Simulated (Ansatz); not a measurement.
# Decaying states in the gap of MgIF, part 2 of 2

Wanted: the relaxed cell of MgIF, its band edges and its decay constants. It is built by putting F for part of the I in the MgI2 structure of space group P-3m1, with the volume rescaled by atomic radii. The parent structure comes from the Materials Project.

Ansatz 0.2.0; PBEsol DFT, plane waves, PAW files (the session's first sound run).

So far, gap on path (eV): step 3 (the bulk crystal and its band edges, PBEsol) 0.739; step 6 (LDA) 0.572.

The structure was built from a prototype and need not be the compound's stable phase.

### Step 7. Complex bands at another level

This step: LDA DFT, plane waves, PAW files; complex bands by layer matching along the plane's normal (Ansatz 0.2.0).

The complex bands at that level, over its own gap, at (0, 0) and (0, -0.5).

Contents of input.yaml:

```yaml
crystal:
  lattice:
    - [3.694852318, 0.0, 0.0]
    - [0.0, 5.25170748, 0.0]
    - [1.847426159, 0.0, 3.19983597]
  atoms:
    - { symbol: Mg, position: [0.0, 0.9141128195, 0.0] }
    - { symbol: I, position: [0.3333333333, 0.2806157411, 0.3333333333] }
    - { symbol: F, position: [0.6666666667, 0.8052714394, 0.6666666667] }
kpoints:
  mp_grid: { grid: [8, 4, 8] }
scf:
  occupations: { method: fixed }
hamiltonian:
  xc: lda
output:
  eigenvalues: true
  transmission:
    leads: [[0, 0]]
    kpoints: [[0.0, 0.0], [0.0, -0.5]]
    e_range: [-1.0, 1.57]
    de: 0.05
```

Launch:

```
> ansatz run input.yaml --threads 2 --pin off --max-ram 4096MiB --backend cpu --events-out ev --progress --plain --runs-dir out
```

Elapsed: 14 s, on 2 threads of Intel Xeon Platinum 8488C (Sapphire Rapids), shared host; peak memory 0.5 GiB.

This step gave:

```
level to which the leads are filled                       : 0.2859 eV from the Fermi level
decay constant at the filling level, zone centre          : 0.09118 Å⁻¹
decay constant at the filling level, slowest listed point : 0.0912 Å⁻¹
```

K parallel (0, 0); values up to 1.5 1/Å, a degenerate pair printed once or twice; energies at which all values exceed this have no row. The Im kz of the slowest decaying states by energy, zero at the highest filled level on the SCF mesh:

| energy (eV) | decay 1 (Å⁻¹) | decay 2 (Å⁻¹) | decay 3 (Å⁻¹) | decay 4 (Å⁻¹) |
| --- | --- | --- | --- | --- |
| -1.00 | 0.501 | 0.592 | 1.07 | 1.22 |
| -0.85 | 0.483 | 0.593 | 1.05 | 1.22 |
| -0.75 | 0.470 | 0.594 | 1.04 | 1.22 |
| -0.60 | 0.449 | 0.593 | 1.03 | 1.22 |
| -0.50 | 0.434 | 0.592 | 1.02 | 1.22 |
| -0.35 | 0.411 | 0.591 | 1.00 | 1.22 |
| -0.25 | 0.394 | 0.589 | 0.994 | 1.22 |
| -0.10 | 0.367 | 0.585 | 0.979 | 1.22 |
| 0.00 | 0.0285 | 0.0774 | 0.347 | 0.583 |
| 0.15 | 0.0750 | 0.211 | 0.316 | 0.578 |
| 0.30 | 0.0912 | 0.279 | 0.283 | 0.573 |
| 0.40 | 0.0893 | 0.262 | 0.313 | 0.569 |
| 0.55 | 0.0406 | 0.235 | 0.354 | 0.563 |
| 0.65 | 0.226 | 0.376 | 0.558 | 0.901 |
| 0.80 | 0.222 | 0.405 | 0.550 | 0.884 |
| 0.90 | 0.223 | 0.421 | 0.545 | 0.873 |
| 1.05 | 0.227 | 0.442 | 0.537 | 0.856 |
| 1.15 | 0.231 | 0.454 | 0.530 | 0.844 |
| 1.30 | 0.236 | 0.470 | 0.521 | 0.827 |
| 1.40 | 0.239 | 0.480 | 0.514 | 0.815 |
| 1.55 | 0.244 | 0.492 | 0.503 | 0.796 |

K parallel (0, 0). Re kz of states that move upwards against energy, zero at the highest filled level on the SCF mesh:

| energy (eV) | channel 1 (Å⁻¹) | channel 2 (Å⁻¹) |
| --- | --- | --- |
| -1.00 | -0.756 | -0.234 |
| -0.95 | -0.709 | -0.226 |
| -0.85 | -0.631 | -0.211 |
| -0.80 | -0.596 | -0.203 |
| -0.70 | -0.533 | -0.186 |
| -0.65 | -0.503 | -0.178 |
| -0.60 | -0.474 | -0.169 |
| -0.50 | -0.417 | -0.151 |
| -0.45 | -0.388 | -0.142 |
| -0.40 | -0.359 | -0.132 |
| -0.30 | -0.299 | -0.111 |
| -0.25 | -0.268 | -0.0994 |
| -0.15 | -0.195 | -0.0727 |
| -0.10 | -0.151 | -0.0560 |
| -0.05 | -0.0896 | -0.0332 |
| 0.00 | - | - |
| 0.05 | - | - |
| 0.10 | - | - |
| 0.15 | - | - |
| 0.25 | - | - |
| 0.30 | - | - |
| 0.40 | - | - |
| 0.45 | - | - |
| 0.50 | - | - |
| 0.60 | 0.0494 | - |
| 0.65 | 0.0866 | - |
| 0.70 | 0.116 | - |
| 0.80 | 0.165 | - |
| 0.85 | 0.186 | - |
| 0.95 | 0.225 | - |
| 1.00 | 0.244 | - |
| 1.05 | 0.261 | - |
| 1.15 | 0.293 | - |
| 1.20 | 0.309 | - |
| 1.25 | 0.323 | - |
| 1.35 | 0.352 | - |
| 1.40 | 0.365 | - |
| 1.50 | 0.392 | - |
| 1.55 | 0.405 | - |

K parallel (0, -0.5); values up to 1.5 1/Å, a degenerate pair printed once or twice; energies at which all values exceed this have no row. Im kz of the slowest decaying states against energy, zero at the highest filled level on the SCF mesh:

```
energy (eV)  decay 1 (Å⁻¹)  decay 2 (Å⁻¹)  decay 3 (Å⁻¹)  decay 4 (Å⁻¹)
     -1.000          0.393          0.929           1.11           1.22
     -0.800          0.404          0.914           1.10           1.21
     -0.600          0.411          0.899           1.09           1.21
     -0.400          0.415          0.883           1.08           1.20
     -0.200          0.416          0.867           1.07           1.19
      0.000        0.00187        0.00364          0.414          0.850
      0.200         0.0994          0.214          0.409          0.833
      0.400          0.137          0.292          0.402          0.814
      0.600          0.164          0.344          0.391          0.795
      0.800          0.185          0.378          0.383          0.775
      1.000          0.201          0.361          0.414          0.754
      1.200          0.215          0.341          0.438          0.732
      1.400          0.226          0.317          0.458          0.708
```

At the listed wavevectors the last open channel is at -0.05 eV and the next at +0.60 eV on the grid. At +0.30 eV, the grid energy nearest the filling level (the middle of the gap on the SCF mesh), the slowest state at the listed wavevectors decays with κ = 0.0912 Å⁻¹, its amplitude falling by e over 11 Å; the first such run, plane (100), gave 0.106 Å⁻¹ over as many of its listed wavevectors.

### Step 8. The same cell, other settings

This step: PBEsol DFT, plane waves, PAW files; complex bands by layer matching along the plane's normal; changed: kpoints.mp_grid.grid = [1, 1, 1], scf.max_iter = 100 (Ansatz 0.2.0).

This run repeats an earlier one, its twin (the complex run, plane (100)), with two settings changed (kpoints.mp_grid.grid, scf.max_iter; files written aside). The setting was drawn as a possible misstep, on purpose. Where the input is shown as a difference, that is against the step before, not the twin.

Changes to input.yaml since step 7:

```diff
@@ -10,7 +10,8 @@
 kpoints:
-  mp_grid: { grid: [8, 4, 8] }
+  mp_grid: { grid: [1, 1, 1] }
 scf:
   occupations: { method: fixed }
+  max_iter: 100
 hamiltonian:
-  xc: lda
+  xc: pbesol
 output:
@@ -19,4 +20,4 @@
     leads: [[0, 0]]
-    kpoints: [[0.0, 0.0], [0.0, -0.5]]
-    e_range: [-1.0, 1.57]
+    kpoints: [[0.0, 0.0], [0.0, -0.5], [0.5, 0.0]]
+    e_range: [-1.0, 1.74]
     de: 0.05
```

Wall time 20 s (2 threads); peak memory 0.48 GiB.

Residual by cycle:

cycle, log10 residual and a bar from the least value:
```
        1        0.0 ##############################
        2       -0.6 ############################
        3       -1.3 #########################
        4       -2.6 ###################
        5       -3.7 ###############
        6       -5.2 #########
        7       -6.3 #####
        8       -7.4
```

The run finished. A setting was moved off its sound value on purpose, so it serves as a test and not as the result.

The fault put into the input: one k-point for a small cell (kpoints.mp_grid.grid = [1, 1, 1]).

The two runs compared:

| quantity | this run | sound run | difference |
| --- | --- | --- | --- |
| free energy (eV) | -10139.26 | -10147.81 | 8.55 |
| Fermi energy (eV) | 7.9826 | 7.3608 | 0.622 |
| gap on the k-mesh (eV) | 0.52925 | 0.73937 | -0.210 |
| level to which the leads are filled (eV from the Fermi level) | 0.26462 | 0.36969 | -0.105 |
| decay constant at the filling level, zone centre (Å⁻¹) | 0.08144 | 0.1062 | -0.0248 |
| decay constant at the filling level, slowest listed point (Å⁻¹) | 0.0814 | 0.1062 | -0.0248 |

One result that differs is the level to which the leads are filled, 0.265 eV from the Fermi level against 0.370 eV from the Fermi level.

### Step 9. What came out

```json
{
  "band gap": "0.739 eV",
  "least decay constant at mid-gap, normal to (100)": "0.106 Å⁻¹",
  "least decay constant on a mesh, normal to (100)": "0.107 Å⁻¹",
  "least decay constant, LDA": "0.0912 Å⁻¹"
}
```

In words: With PBEsol, the slowest decay at the wavevectors tried is κ = 0.106 Å⁻¹, normal to (100). Through such a film the transmission near mid-gap falls as exp(−2κd), a factor of ten every 11 Å. A free electron under a barrier of half the gap would need a mass of 0.12 mₑ to decay at this rate. With LDA the gap goes from 0.739 to 0.572 eV and the decay constant, over the first 2 listed wavevectors, from 0.106 to 0.0912 Å⁻¹. The compound is made up by substitution; its stability against other phases and against distortions of the cell's symmetry was not tested. A semilocal functional narrows gaps, while spin-orbit coupling, left out here, narrows them in compounds of heavy elements, so the error in κ can go either way.

[Logs are printed without paths, hosts, clocks, repeated set-up lines and the standing remarks that a program may print on its own settings, such as how far it seeks lower states.]

[Hosts, paths, dates, database ids (printed as entryN), source tags and the programs' standing remarks are cut or masked in the printed files.]
